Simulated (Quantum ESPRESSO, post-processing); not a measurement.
# C, zinc blende or diamond type, strained in the (001) plane, stepped through biaxial strain in the plane, part 6 of 6

Aim: how the results for C, zinc blende or diamond type, strained in the (001) plane change with biaxial strain in the plane.

Quantum ESPRESSO 7.5; plane-wave DFT, PBE, GBRV ultrasoft pseudopotentials.

So far. Step 12 (Relaxing cell and ions, 4 %):  The last row is no step: it is a fresh SCF in the final cell with a new plane-wave basis, +0 meV from the row before.

## (14) Complex band structure, 4 %

Level of this step: complex band structure by pwcond; plane-wave DFT, PBE, GBRV ultrasoft pseudopotentials (Quantum ESPRESSO).

The input, m8.cbs.in:

```
&inputcond
  outdir = './out'
  prefixl = 'm8.scf'
  band_file = 'm8.cbs'
  ikind = 0
  ewind = 4.0
  epsproj = 1e-05
  nz1 = 7
  energy0 = 6.45
  denergy = -0.15
/
3
  0.00000000 0.00000000 1.00000000
  0.50000000 0.00000000 1.00000000
  0.50000000 0.50000000 1.00000000
51
```

The run is started by

```sh
$ OMP_NUM_THREADS=1 mpirun -n 4 pwcond.x -in m8.cbs.in > m8.cbs.out
```

The log of the run:

```text
[banner, memory and clock lines left out]
Program PWCOND v.7.5 starts
[citation notice left out]

[...]
./out/m8.scf.save/

     IMPORTANT: XC functional enforced from input :
     Exchange-correlation= PBE
                           (   1   4   3   4   0   0   0)
     Any further DFT definition will be discarded
     Please, verify this is what you really want

     Reading collected, re-writing distributed wavefunctions

===== INPUT FILE containing the left lead =====

     GEOMETRY:

     lattice parameter (alat)  =       4.9633  a.u.
[...]
-0.1789402  -0.0000000   6.3000000
  -0.1790356  -0.0000000   6.3000000
  -0.3069258   0.0000000   6.3000000
[... further energies and points left out ...]
---  E-Ef =   -0.9000000  k =    0.5000000   0.5000000
---  ie =         50  ik =          3
 Nchannels of the left tip =            0
 Right moving states:
   k1(2pi/a)   k2(2pi/a)   E-Ef (eV)
 Left moving states:
   k1(2pi/a)   k2(2pi/a)   E-Ef (eV)

---  E-Ef =   -1.0500000  k =    0.5000000   0.5000000
---  ie =         51  ik =          3
 Nchannels of the left tip =            0
 Right moving states:
   k1(2pi/a)   k2(2pi/a)   E-Ef (eV)
 Left moving states:
   k1(2pi/a)   k2(2pi/a)   E-Ef (eV)

[...]
```

Elapsed: 27 s, on 4 MPI ranks of Intel Xeon Platinum 8259CL at 2.50GHz (Skylake/Cascade Lake), shared host; peak memory 0.21 GiB; 1.8 min of CPU time.

K across = (0, 0) in the cell's reciprocal vectors; values within 0.0025 1/Å of each other count once, columns are sorted by size at each energy, a dash where no further value was kept. The Im kz of the slowest decaying states by energy, zero at the highest filled level of the SCF mesh:

```
energy (eV)  decay 1 (Å⁻¹)  decay 2 (Å⁻¹)  decay 3 (Å⁻¹)
      -1.05           1.16           2.16           2.58
      -0.90           1.14           2.15           2.58
      -0.60          0.071           1.09           2.14
      -0.45          0.132           1.07           2.13
      -0.30           0.17           1.04           2.12
       0.00          0.034          0.223          0.995
       0.15          0.146          0.243          0.969
       0.30          0.202           0.26          0.943
       0.60           0.28          0.287          0.887
       0.75          0.297          0.311          0.858
       1.05          0.314          0.362          0.796
       1.20          0.321          0.384          0.763
       1.35          0.327          0.404          0.729
       1.65          0.335           0.44          0.653
       1.80          0.337          0.456          0.612
       1.95          0.339          0.471          0.567
       2.25          0.339          0.462          0.499
       2.40          0.338          0.399          0.511
       2.55          0.322          0.336          0.522
       2.85           0.33          0.543           1.93
       3.00          0.325          0.552           1.92
       3.15           0.32          0.561           1.91
       3.45          0.305          0.577           1.89
       3.60          0.296          0.584           1.88
       3.75          0.287          0.591           1.87
       4.05          0.262          0.603           1.85
       4.20          0.247          0.608           1.84
       4.35          0.231          0.613           1.83
       4.65          0.151          0.188          0.621
       4.80          0.161          0.266          0.625
       5.10          0.069          0.396          0.631
       5.25          0.442          0.633           1.78
       5.40          0.481          0.635           1.77
       5.70          0.544          0.638           1.75
       5.85           0.57          0.638           1.74
       6.00          0.594          0.639           1.73
       6.30          0.634          0.638           1.71
       6.45          0.638          0.652           1.70
```

## (15) The series side by side

The series in one table, energies over the lowest:

```
biaxial strain in the plane  energy (eV)  gap on the mesh (eV)  peak of the slowest decay at Γ (1/Å)  energy of that peak over the valence top (eV)
                       -4 %       0.2844                 3.651                                 0.285                                           2.55
                       -3 %       0.1572                  3.79                                 0.291                                            2.4
                       -2 %       0.0688                 3.926                                 0.298                                           2.55
                       -1 %       0.0170                 4.055                                 0.304                                           2.55
                        0 %       0.0000                 4.142                                 0.311                                           2.55
                        1 %       0.0155                 3.791                                 0.318                                            2.4
                        2 %       0.0618                 3.456                                 0.325                                           2.25
                        3 %       0.1368                 3.135                                 0.332                                            2.1
                        4 %       0.2391                 2.828                                 0.339                                           1.95
```

## (16) The arithmetic

Within ±2 % E = 163.3 eV × ε². With E = V M ε² for equal strain along both axes, M = 163.3/22.78 Å³ × 160.2 = 1149 GPa.

## (17) Outcome

```
gap on the mesh, at -4 % and at 4 %                          : 3.65, 2.83 eV
peak of the slowest decay at Γ, at -4 % and at 4 %           : 0.28, 0.34 1/Å
energy of that peak over the valence top, at -4 % and at 4 % : 2.55, 1.95 eV
biaxial modulus, with c free                                 : 1149 GPa
```

In words: The series holds 9 members; biaxial modulus, with c free: 1149 GPa (PBE, GBRV ultrasoft). From -4 % to 4 % the gap on the mesh goes from 3.65 to 2.83 eV by way of 4.14 at 0 %. Strain of either sign splits the degenerate band edges, which is one way to get a peak at zero. From -4 % to 4 % the peak of the slowest decay at Γ rises from 0.28 to 0.34 1/Å. From -4 % to 4 % the energy of that peak over the valence top goes from 2.55 to 1.95 eV, not quite steadily. Atoms keep their symmetric sites, so polar or tilted distortions are left out; semilocal gaps and decay constants are too small; no spin-orbit coupling; three points across.

[Logs are printed without paths, hosts, clocks, repeated set-up lines and the standing remarks that a program may print on its own settings, such as how far it seeks lower states.]

[Hosts, paths, dates, database ids (printed as entryN), source tags and the programs' standing remarks are cut or masked in the printed files.]

[Maps of the electrostatic potential energy from Ansatz leave out the sawtooth potential of an applied field or a dipole correction, so their vacuum need not be flat; planar profiles and work functions include it.]
